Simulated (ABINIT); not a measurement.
**PbO (P4/nmm): a self-consistent loop beyond G0W0, cycle by cycle**

Wanted: G0W0 and self-consistent gaps of PbO (P4/nmm), with the cost of the cycles.

Program: ABINIT 10.8.3. Level of theory: PBE and many-body steps on it, plane waves. Results are calculated unless marked as measured.

This is a report of a sequence of runs, with most program output left out.

The database entry behind the starting cell differs from later determinations by our own check (c about 1 % long), so it need not match the best structure at ambient conditions.

### 1. The starting structure

The structure is tetragonal, space group P4/nmm (No. 129). Conventional cell: a = 3.975 Å, b = 3.975 Å, c = 5.023 Å, α = 90.00°, β = 90.00°, γ = 90.00°. Nearest to Pb lie 4 O at 2.32 Å. Nearest to O lie 4 Pb at 2.32 Å. Farther neighbours and most contacts between anions are not listed.

The cell and positions come from the Crystallography Open Database and are kept as given unless a step says otherwise. Spin-orbit coupling is left out unless a step names it.

### 2. Empty states on the mesh, 4×4×2 mesh, 95 bands

This step: ABINIT 10.8.3; DFT, PBE, plane waves, norm-conserving pseudopotentials.

The sums over transitions need many empty states on a uniform mesh; this step solves for them.

Input file run.abi:

```
acell 3*1.0 Angstrom
rprim 
  3.974800000000 0.000000000000 0.000000000000
  0.000000000000 3.974800000000 0.000000000000
  0.000000000000 0.000000000000 5.022700000000
ntypat 2
znucl 82 8
natom 4
typat 1 1 2 2
xred 
  0.000000000000 0.500000000000 0.238514000000
  0.500000000000 0.000000000000 0.761486000000
  0.000000000000 0.000000000000 0.000000000000
  0.500000000000 0.500000000000 0.000000000000
pp_dirpath "pseudos"
pseudos "Pb.upf, O.upf"
ecut 42
ngkpt 4 4 2
nshiftk 1
shiftk 0 0 0
kptopt 1
chksymbreak 0
iscf -2
irdden 1
istwfk *1
nband 95
nbdbuf 8
tolwfr 1e-09
nstep 60
prtvol 0
indata_prefix "in"
outdata_prefix "out"
tmpdata_prefix "tmp"
```

Command:

```
$ OMP_NUM_THREADS=1 mpirun -n 4 abinit run.abi > log
```

Run time: 60 s. Hardware: 4 MPI ranks of Arm Neoverse V2, shared host; peak memory 0.44 GiB.

This step gave:

* gap: 1.175 eV
* k of the valence top: 0, 0, 0
* k of the conduction bottom: 0.5, 0.5, 0
* least direct gap: 2.178 eV
* k points computed: 12
* lowest point of the top converged band, above the valence top: 40.28 eV

On this mesh the gap is 1.175 eV.

The density comes from a self-consistent run that is not shown.

### 3. Screening, 4×4×2 mesh, 87 bands, screening to 108.8 eV

The RPA dielectric matrix is built and inverted for each q.

This step: RPA screening on PBE, plane waves, norm-conserving pseudopotentials.

Edit run.abi of step 2 so:

```diff
@@ -22,10 +22,11 @@
 chksymbreak 0
-iscf -2
-irdden 1
 istwfk *1
-nband 95
-nbdbuf 8
-tolwfr 1e-09
-nstep 60
-prtvol 0
+occopt 1
+irdwfk 1
+optdriver 3
+nband 87
+ecuteps 4
+inclvkb 2
+awtr 1
+symchi 1
 indata_prefix "in"
```

The job ended after 88 s (4 MPI ranks; peak memory 1.8 GiB).

This step gave:

```yaml
eps_infinity_with_local_fields_on_this_mesh_along_the_program_s_q_direction: 6.412
the_same_without_local_fields: 7.238
plasma_frequency: 31.19 eV
plane_waves_in_the_screening_matrix: 213
```

Local fields lower ε∞ by 11 %. On a Γ-centred mesh this coarse the value itself is usually too large, while a short band sum pulls it down.

### 4. G0W0

The self-energy is evaluated for the states that the input lists, and the levels follow from it, in one-shot runs by the linearised quasiparticle equation.

This step: G0W0 on PBE, plane waves, norm-conserving pseudopotentials.

Edit run.abi of step 3 so:

```diff
@@ -25,8 +25,17 @@
 irdwfk 1
-optdriver 3
+optdriver 4
 nband 87
+gwcalctyp 0
+ecutsigx 42
+symsigma 1
+nkptgw 2
+kptgw 
+  0.0000000000 0.0000000000 0.0000000000
+  0.5000000000 0.5000000000 0.0000000000
+bdgw 
+  26 30
+  27 30
 ecuteps 4
-inclvkb 2
-awtr 1
-symchi 1
+irdscr 1
+ppmodel 1
 indata_prefix "in"
```

The job ended after 9.3 s (4 MPI ranks; peak memory 1.3 GiB; 37 s of CPU time).

This step gave:

| Item | Value |
| --- | --- |
| G0W0 gap on the points computed | 1.201 eV |
| starting gap on the mesh | 1.175 eV |
| k of the valence top | 0, 0, 0 |
| k of the conduction bottom | 0.5, 0.5, 0 |
| Z at the valence top | 0.793 |
| Z at the conduction bottom | 0.839 |
| least direct G0W0 gap on the computed points | 2.114 eV |

The gap on the mesh goes from 1.17 eV to 1.20 eV, a correction of +0.03 eV.

### 5. QSGW, cycle 1

This step: QSGW on PBE, plane waves, norm-conserving pseudopotentials.

Edit run.abi of step 4 so:

```diff
@@ -27,12 +27,32 @@
 nband 87
-gwcalctyp 0
+gwcalctyp 28
 ecutsigx 42
-symsigma 1
-nkptgw 2
+symsigma 0
+nkptgw 12
 kptgw 
   0.0000000000 0.0000000000 0.0000000000
+  0.2500000000 0.0000000000 0.0000000000
+  0.5000000000 0.0000000000 0.0000000000
+  0.2500000000 0.2500000000 0.0000000000
+  0.5000000000 0.2500000000 0.0000000000
   0.5000000000 0.5000000000 0.0000000000
+  0.0000000000 0.0000000000 0.5000000000
+  0.2500000000 0.0000000000 0.5000000000
+  0.5000000000 0.0000000000 0.5000000000
+  0.2500000000 0.2500000000 0.5000000000
+  0.5000000000 0.2500000000 0.5000000000
+  0.5000000000 0.5000000000 0.5000000000
 bdgw 
-  26 30
-  27 30
+  21 34
+  21 34
+  21 34
+  21 34
+  21 34
+  21 34
+  21 34
+  21 34
+  21 34
+  21 34
+  21 34
+  21 34
 ecuteps 4
@@ -40,2 +60,3 @@
 ppmodel 1
+rhoqpmix 0.3
 indata_prefix "in"
```

Run time: 3.3 min. Hardware: 4 MPI ranks; peak memory 2.8 GiB; 13 min of CPU time.

This step gave:

```yaml
quasiparticle_gap_on_the_mesh: 1.181 eV
gap_of_the_density_functional_on_the_mesh: 1.175 eV
k_of_the_valence_top: 0, 0, 0
k_of_the_conduction_bottom: 0.5, 0.5, 0
z_at_the_valence_top: 1
z_at_the_conduction_bottom: 1
least_direct_quasiparticle_gap_on_the_computed_points: 2.051 eV
```

Against G0W0 in ABINIT (4×4×2 mesh, 87 bands, screening to 108.8 eV, Godby-Needs plasmon pole), the gap moves by −0.020 eV.

### 6. Screening, 4×4×2 mesh, 87 bands, screening to 108.8 eV

This step: RPA screening on PBE, plane waves, norm-conserving pseudopotentials.

Input file run.abi:

```
acell 3*1.0 Angstrom
rprim 
  3.974800000000 0.000000000000 0.000000000000
  0.000000000000 3.974800000000 0.000000000000
  0.000000000000 0.000000000000 5.022700000000
ntypat 2
znucl 82 8
natom 4
typat 1 1 2 2
xred 
  0.000000000000 0.500000000000 0.238514000000
  0.500000000000 0.000000000000 0.761486000000
  0.000000000000 0.000000000000 0.000000000000
  0.500000000000 0.500000000000 0.000000000000
pp_dirpath "pseudos"
pseudos "Pb.upf, O.upf"
ecut 42
ngkpt 4 4 2
nshiftk 1
shiftk 0 0 0
kptopt 1
chksymbreak 0
istwfk *1
occopt 1
irdwfk 1
optdriver 3
nband 87
ecuteps 4
inclvkb 2
awtr 1
symchi 1
gwcalctyp 28
mbpt_sciss 0.685 eV
nqptdm 1
qptdm 
  0 0 0
indata_prefix "in"
outdata_prefix "out"
tmpdata_prefix "tmp"
```

It took 31 s on 4 MPI ranks; peak memory 1.8 GiB.

This step gave:

```
ε∞ with local fields, on this mesh, along the program's q direction : 5.768
the same without local fields                                       : 6.473
plasma frequency                                                    : 31.19 eV
plane waves in the screening matrix                                 : 213
```

This screening uses the functional's bands under a rigid shift, the mean opening of the cycle before.

### 7. Screening, 4×4×2 mesh, 87 bands, screening to 108.8 eV

This step: RPA screening on PBE from quasiparticle energies and orbitals, plane waves, norm-conserving pseudopotentials.

Edit run.abi of step 6 so:

```diff
@@ -31,7 +31,17 @@
 symchi 1
+irdqps 1
 gwcalctyp 28
-mbpt_sciss 0.685 eV
-nqptdm 1
+nqptdm 11
 qptdm 
-  0 0 0
+  0.2500000000 0.0000000000 0.0000000000
+  0.5000000000 0.0000000000 0.0000000000
+  0.2500000000 0.2500000000 0.0000000000
+  0.5000000000 0.2500000000 0.0000000000
+  0.5000000000 0.5000000000 0.0000000000
+  0.0000000000 0.0000000000 0.5000000000
+  0.2500000000 0.0000000000 0.5000000000
+  0.5000000000 0.0000000000 0.5000000000
+  0.2500000000 0.2500000000 0.5000000000
+  0.5000000000 0.2500000000 0.5000000000
+  0.5000000000 0.5000000000 0.5000000000
 indata_prefix "in"
```

Input file mrgscr.stdin:

```
2
merged
q0_SCR
out_SCR
1
```

Command:

```
$ OMP_NUM_THREADS=1 mpirun -n 4 abinit run.abi > log; mrgscr < mrgscr.stdin
```

Wall time 64 s (4 MPI ranks); peak memory 1.6 GiB; 4.2 min of CPU time.

This step gave:

| Item | Value |
| --- | --- |
| plasma frequency | 31.19 eV |
| plane waves in the screening matrix | 213 |

This screening reads the quasiparticle levels of the cycle before.

### 8. QSGW, cycle 2

The corrected levels of the last cycle go back in.

This step: QSGW on PBE, plane waves, norm-conserving pseudopotentials.

Edit run.abi of step 7 so:

```diff
@@ -25,12 +25,10 @@
 irdwfk 1
-optdriver 3
+optdriver 4
 nband 87
-ecuteps 4
-inclvkb 2
-awtr 1
-symchi 1
-irdqps 1
 gwcalctyp 28
-nqptdm 11
-qptdm 
+ecutsigx 42
+symsigma 0
+nkptgw 12
+kptgw 
+  0.0000000000 0.0000000000 0.0000000000
   0.2500000000 0.0000000000 0.0000000000
@@ -46,2 +44,20 @@
   0.5000000000 0.5000000000 0.5000000000
+bdgw 
+  21 34
+  21 34
+  21 34
+  21 34
+  21 34
+  21 34
+  21 34
+  21 34
+  21 34
+  21 34
+  21 34
+  21 34
+ecuteps 4
+irdscr 1
+ppmodel 1
+irdqps 1
+rhoqpmix 0.3
 indata_prefix "in"
```

Command:

```
$ OMP_NUM_THREADS=1 mpirun -n 4 abinit run.abi > log
```

Wall time 3.4 min (4 MPI ranks); peak memory 2.8 GiB.

This step gave:

| Quantity | Value |
| --- | --- |
| quasiparticle gap on the mesh | 1.403 eV |
| gap of the density functional on the mesh | 1.175 eV |
| k of the valence top | 0, 0, 0 |
| k of the conduction bottom | 0.5, 0.5, 0 |
| least direct quasiparticle gap on the computed points | 2.608 eV |

Against the cycle before, the gap moves by +0.222 eV.

### 9. Screening, 4×4×2 mesh, 87 bands, screening to 108.8 eV

This step: RPA screening on PBE, plane waves, norm-conserving pseudopotentials.

Input file run.abi:

```
acell 3*1.0 Angstrom
rprim 
  3.974800000000 0.000000000000 0.000000000000
  0.000000000000 3.974800000000 0.000000000000
  0.000000000000 0.000000000000 5.022700000000
ntypat 2
znucl 82 8
natom 4
typat 1 1 2 2
xred 
  0.000000000000 0.500000000000 0.238514000000
  0.500000000000 0.000000000000 0.761486000000
  0.000000000000 0.000000000000 0.000000000000
  0.500000000000 0.500000000000 0.000000000000
pp_dirpath "pseudos"
pseudos "Pb.upf, O.upf"
ecut 42
ngkpt 4 4 2
nshiftk 1
shiftk 0 0 0
kptopt 1
chksymbreak 0
istwfk *1
occopt 1
irdwfk 1
optdriver 3
nband 87
ecuteps 4
inclvkb 2
awtr 1
symchi 1
gwcalctyp 28
mbpt_sciss 0.863 eV
nqptdm 1
qptdm 
  0 0 0
indata_prefix "in"
outdata_prefix "out"
tmpdata_prefix "tmp"
```

Run time: 31 s. Hardware: 4 MPI ranks; peak memory 1.8 GiB.

This step gave:

```
ε∞ with local fields, on this mesh, along the program's q direction : 5.629
the same without local fields                                       : 6.309
plasma frequency                                                    : 31.19 eV
plane waves in the screening matrix                                 : 213
```

This screening uses the functional's bands under a rigid shift, the mean opening of the cycle before.

### 10. Screening, 4×4×2 mesh, 87 bands, screening to 108.8 eV

This step: RPA screening on PBE from quasiparticle energies and orbitals, plane waves, norm-conserving pseudopotentials.

Edit run.abi of step 9 so:

```diff
@@ -31,7 +31,17 @@
 symchi 1
+irdqps 1
 gwcalctyp 28
-mbpt_sciss 0.863 eV
-nqptdm 1
+nqptdm 11
 qptdm 
-  0 0 0
+  0.2500000000 0.0000000000 0.0000000000
+  0.5000000000 0.0000000000 0.0000000000
+  0.2500000000 0.2500000000 0.0000000000
+  0.5000000000 0.2500000000 0.0000000000
+  0.5000000000 0.5000000000 0.0000000000
+  0.0000000000 0.0000000000 0.5000000000
+  0.2500000000 0.0000000000 0.5000000000
+  0.5000000000 0.0000000000 0.5000000000
+  0.2500000000 0.2500000000 0.5000000000
+  0.5000000000 0.2500000000 0.5000000000
+  0.5000000000 0.5000000000 0.5000000000
 indata_prefix "in"
```

mrgscr.stdin is that of step 7.

Command:

```
$ OMP_NUM_THREADS=1 mpirun -n 4 abinit run.abi > log; mrgscr < mrgscr.stdin
```

Run time: 67 s. Hardware: 4 MPI ranks; peak memory 1.6 GiB; 4.4 min of CPU time.

This step gave:

| Property | Result |
| --- | --- |
| plasma frequency | 31.19 eV |
| plane waves in the screening matrix | 213 |

This screening reads the quasiparticle levels of the cycle before.

### 11. QSGW, cycle 3

This step: QSGW on PBE, plane waves, norm-conserving pseudopotentials.

Edit run.abi of step 10 so:

```diff
@@ -25,12 +25,10 @@
 irdwfk 1
-optdriver 3
+optdriver 4
 nband 87
-ecuteps 4
-inclvkb 2
-awtr 1
-symchi 1
-irdqps 1
 gwcalctyp 28
-nqptdm 11
-qptdm 
+ecutsigx 42
+symsigma 0
+nkptgw 12
+kptgw 
+  0.0000000000 0.0000000000 0.0000000000
   0.2500000000 0.0000000000 0.0000000000
@@ -46,2 +44,20 @@
   0.5000000000 0.5000000000 0.5000000000
+bdgw 
+  21 34
+  21 34
+  21 34
+  21 34
+  21 34
+  21 34
+  21 34
+  21 34
+  21 34
+  21 34
+  21 34
+  21 34
+ecuteps 4
+irdscr 1
+ppmodel 1
+irdqps 1
+rhoqpmix 0.3
 indata_prefix "in"
```

Command:

```
$ OMP_NUM_THREADS=1 mpirun -n 4 abinit run.abi > log
```

It took 3.3 min on 4 MPI ranks; peak memory 2.8 GiB.

This step gave:

```yaml
quasiparticle_gap_on_the_mesh: 1.740 eV
gap_of_the_density_functional_on_the_mesh: 1.175 eV
k_of_the_valence_top: 0, 0, 0
k_of_the_conduction_bottom: 0.5, 0.5, 0
least_direct_quasiparticle_gap_on_the_computed_points: 3.081 eV
```

Against the cycle before, the gap moves by +0.337 eV.

### 12. Screening, 4×4×2 mesh, 87 bands, screening to 108.8 eV

This step: RPA screening on PBE, plane waves, norm-conserving pseudopotentials.

Input file run.abi:

```
acell 3*1.0 Angstrom
rprim 
  3.974800000000 0.000000000000 0.000000000000
  0.000000000000 3.974800000000 0.000000000000
  0.000000000000 0.000000000000 5.022700000000
ntypat 2
znucl 82 8
natom 4
typat 1 1 2 2
xred 
  0.000000000000 0.500000000000 0.238514000000
  0.500000000000 0.000000000000 0.761486000000
  0.000000000000 0.000000000000 0.000000000000
  0.500000000000 0.500000000000 0.000000000000
pp_dirpath "pseudos"
pseudos "Pb.upf, O.upf"
ecut 42
ngkpt 4 4 2
nshiftk 1
shiftk 0 0 0
kptopt 1
chksymbreak 0
istwfk *1
occopt 1
irdwfk 1
optdriver 3
nband 87
ecuteps 4
inclvkb 2
awtr 1
symchi 1
gwcalctyp 28
mbpt_sciss 1.113 eV
nqptdm 1
qptdm 
  0 0 0
indata_prefix "in"
outdata_prefix "out"
tmpdata_prefix "tmp"
```

The job ended after 26 s (4 MPI ranks; peak memory 1.8 GiB).

This step gave:

| Item | Value |
| --- | --- |
| ε∞ with local fields, on this mesh, along the program's q direction | 5.449 |
| the same without local fields | 6.096 |
| plasma frequency | 31.19 eV |
| plane waves in the screening matrix | 213 |

This screening uses the functional's bands under a rigid shift, the mean opening of the cycle before.

### 13. Screening, 4×4×2 mesh, 87 bands, screening to 108.8 eV

This step: RPA screening on PBE from quasiparticle energies and orbitals, plane waves, norm-conserving pseudopotentials.

Edit run.abi of step 12 so:

```diff
@@ -31,7 +31,17 @@
 symchi 1
+irdqps 1
 gwcalctyp 28
-mbpt_sciss 1.113 eV
-nqptdm 1
+nqptdm 11
 qptdm 
-  0 0 0
+  0.2500000000 0.0000000000 0.0000000000
+  0.5000000000 0.0000000000 0.0000000000
+  0.2500000000 0.2500000000 0.0000000000
+  0.5000000000 0.2500000000 0.0000000000
+  0.5000000000 0.5000000000 0.0000000000
+  0.0000000000 0.0000000000 0.5000000000
+  0.2500000000 0.0000000000 0.5000000000
+  0.5000000000 0.0000000000 0.5000000000
+  0.2500000000 0.2500000000 0.5000000000
+  0.5000000000 0.2500000000 0.5000000000
+  0.5000000000 0.5000000000 0.5000000000
 indata_prefix "in"
```

mrgscr.stdin is that of step 10.

Command:

```
$ OMP_NUM_THREADS=1 mpirun -n 4 abinit run.abi > log; mrgscr < mrgscr.stdin
```

It took 50 s on 4 MPI ranks; peak memory 1.6 GiB.

Numbers from this step:

* plasma frequency: 31.19 eV
* plane waves in the screening matrix: 213

This screening reads the quasiparticle levels of the cycle before.

### 14. QSGW, cycle 4

This step: QSGW on PBE, plane waves, norm-conserving pseudopotentials.

Edit run.abi of step 13 so:

```diff
@@ -25,12 +25,10 @@
 irdwfk 1
-optdriver 3
+optdriver 4
 nband 87
-ecuteps 4
-inclvkb 2
-awtr 1
-symchi 1
-irdqps 1
 gwcalctyp 28
-nqptdm 11
-qptdm 
+ecutsigx 42
+symsigma 0
+nkptgw 12
+kptgw 
+  0.0000000000 0.0000000000 0.0000000000
   0.2500000000 0.0000000000 0.0000000000
@@ -46,2 +44,20 @@
   0.5000000000 0.5000000000 0.5000000000
+bdgw 
+  21 34
+  21 34
+  21 34
+  21 34
+  21 34
+  21 34
+  21 34
+  21 34
+  21 34
+  21 34
+  21 34
+  21 34
+ecuteps 4
+irdscr 1
+ppmodel 1
+irdqps 1
+rhoqpmix 0.3
 indata_prefix "in"
```

Command:

```
$ OMP_NUM_THREADS=1 mpirun -n 4 abinit run.abi > log
```

It took 3.1 min on 4 MPI ranks; peak memory 2.8 GiB; 12 min of CPU time.

Numbers from this step:

- quasiparticle gap on the mesh: 1.864 eV
- gap of the density functional on the mesh: 1.175 eV
- k of the valence top: 0, 0, 0
- k of the conduction bottom: 0.5, 0.5, 0
- least direct quasiparticle gap on the computed points: 3.195 eV

Against the cycle before, the gap moves by +0.124 eV.

### 15. Screening, 4×4×2 mesh, 87 bands, screening to 108.8 eV

This step: RPA screening on PBE, plane waves, norm-conserving pseudopotentials.

Input file run.abi:

```
acell 3*1.0 Angstrom
rprim 
  3.974800000000 0.000000000000 0.000000000000
  0.000000000000 3.974800000000 0.000000000000
  0.000000000000 0.000000000000 5.022700000000
ntypat 2
znucl 82 8
natom 4
typat 1 1 2 2
xred 
  0.000000000000 0.500000000000 0.238514000000
  0.500000000000 0.000000000000 0.761486000000
  0.000000000000 0.000000000000 0.000000000000
  0.500000000000 0.500000000000 0.000000000000
pp_dirpath "pseudos"
pseudos "Pb.upf, O.upf"
ecut 42
ngkpt 4 4 2
nshiftk 1
shiftk 0 0 0
kptopt 1
chksymbreak 0
istwfk *1
occopt 1
irdwfk 1
optdriver 3
nband 87
ecuteps 4
inclvkb 2
awtr 1
symchi 1
gwcalctyp 28
mbpt_sciss 1.221 eV
nqptdm 1
qptdm 
  0 0 0
indata_prefix "in"
outdata_prefix "out"
tmpdata_prefix "tmp"
```

Wall time 26 s (4 MPI ranks); peak memory 1.8 GiB; 1.7 min of CPU time.

Numbers from this step:

| Item | Value |
| --- | --- |
| ε∞ with local fields, on this mesh, along the program's q direction | 5.377 |
| the same without local fields | 6.011 |
| plasma frequency | 31.19 eV |
| plane waves in the screening matrix | 213 |

This screening uses the functional's bands under a rigid shift, the mean opening of the cycle before.

### 16. Screening, 4×4×2 mesh, 87 bands, screening to 108.8 eV

This step: RPA screening on PBE from quasiparticle energies and orbitals, plane waves, norm-conserving pseudopotentials.

Edit run.abi of step 15 so:

```diff
@@ -31,7 +31,17 @@
 symchi 1
+irdqps 1
 gwcalctyp 28
-mbpt_sciss 1.221 eV
-nqptdm 1
+nqptdm 11
 qptdm 
-  0 0 0
+  0.2500000000 0.0000000000 0.0000000000
+  0.5000000000 0.0000000000 0.0000000000
+  0.2500000000 0.2500000000 0.0000000000
+  0.5000000000 0.2500000000 0.0000000000
+  0.5000000000 0.5000000000 0.0000000000
+  0.0000000000 0.0000000000 0.5000000000
+  0.2500000000 0.0000000000 0.5000000000
+  0.5000000000 0.0000000000 0.5000000000
+  0.2500000000 0.2500000000 0.5000000000
+  0.5000000000 0.2500000000 0.5000000000
+  0.5000000000 0.5000000000 0.5000000000
 indata_prefix "in"
```

mrgscr.stdin is that of step 13.

Command:

```
$ OMP_NUM_THREADS=1 mpirun -n 4 abinit run.abi > log; mrgscr < mrgscr.stdin
```

Elapsed: 53 s, on 4 MPI ranks; peak memory 1.6 GiB.

Numbers from this step:

| Quantity | Value |
| --- | --- |
| plasma frequency | 31.19 eV |
| plane waves in the screening matrix | 213 |

This screening reads the quasiparticle levels of the cycle before.

### 17. QSGW, cycle 5

This step: QSGW on PBE, plane waves, norm-conserving pseudopotentials.

Edit run.abi of step 16 so:

```diff
@@ -25,12 +25,10 @@
 irdwfk 1
-optdriver 3
+optdriver 4
 nband 87
-ecuteps 4
-inclvkb 2
-awtr 1
-symchi 1
-irdqps 1
 gwcalctyp 28
-nqptdm 11
-qptdm 
+ecutsigx 42
+symsigma 0
+nkptgw 12
+kptgw 
+  0.0000000000 0.0000000000 0.0000000000
   0.2500000000 0.0000000000 0.0000000000
@@ -46,2 +44,20 @@
   0.5000000000 0.5000000000 0.5000000000
+bdgw 
+  21 34
+  21 34
+  21 34
+  21 34
+  21 34
+  21 34
+  21 34
+  21 34
+  21 34
+  21 34
+  21 34
+  21 34
+ecuteps 4
+irdscr 1
+ppmodel 1
+irdqps 1
+rhoqpmix 0.3
 indata_prefix "in"
```

Command:

```
$ OMP_NUM_THREADS=1 mpirun -n 4 abinit run.abi > log
```

The job ended after 2.9 min (4 MPI ranks; peak memory 2.8 GiB; 12 min of CPU time).

Numbers from this step:

```yaml
quasiparticle_gap_on_the_mesh: 1.831 eV
gap_of_the_density_functional_on_the_mesh: 1.175 eV
k_of_the_valence_top: 0, 0, 0
k_of_the_conduction_bottom: 0.5, 0.5, 0
least_direct_quasiparticle_gap_on_the_computed_points: 3.110 eV
```

Against the cycle before, the gap moves by −0.033 eV.

[end of part 1 of 2]

[Paths, hosts, dates, memory and timing lines, banners, echoed tables and standing remarks are left out of the program output.]

[Logs are printed without paths, hosts, clocks, repeated set-up lines and the standing remarks that a program may print on its own settings, such as how far it seeks lower states.]

[Runs of the session that timed out or met a known fault of the program may be left out.]

[Hosts, paths, dates, database ids (printed as entryN), source tags and the programs' standing remarks are cut or masked in the printed files.]

[G0W0 gaps are taken among the corrected bands and points alone; a level outside them can change the order at an edge.]

[Where Ansatz stands beside ABINIT at settings called matched, ABINIT's density can come from a denser mesh and the files from another edition; pairs whose starting gaps differed by over 0.03 eV were left out, so agreement reads better than it is.]
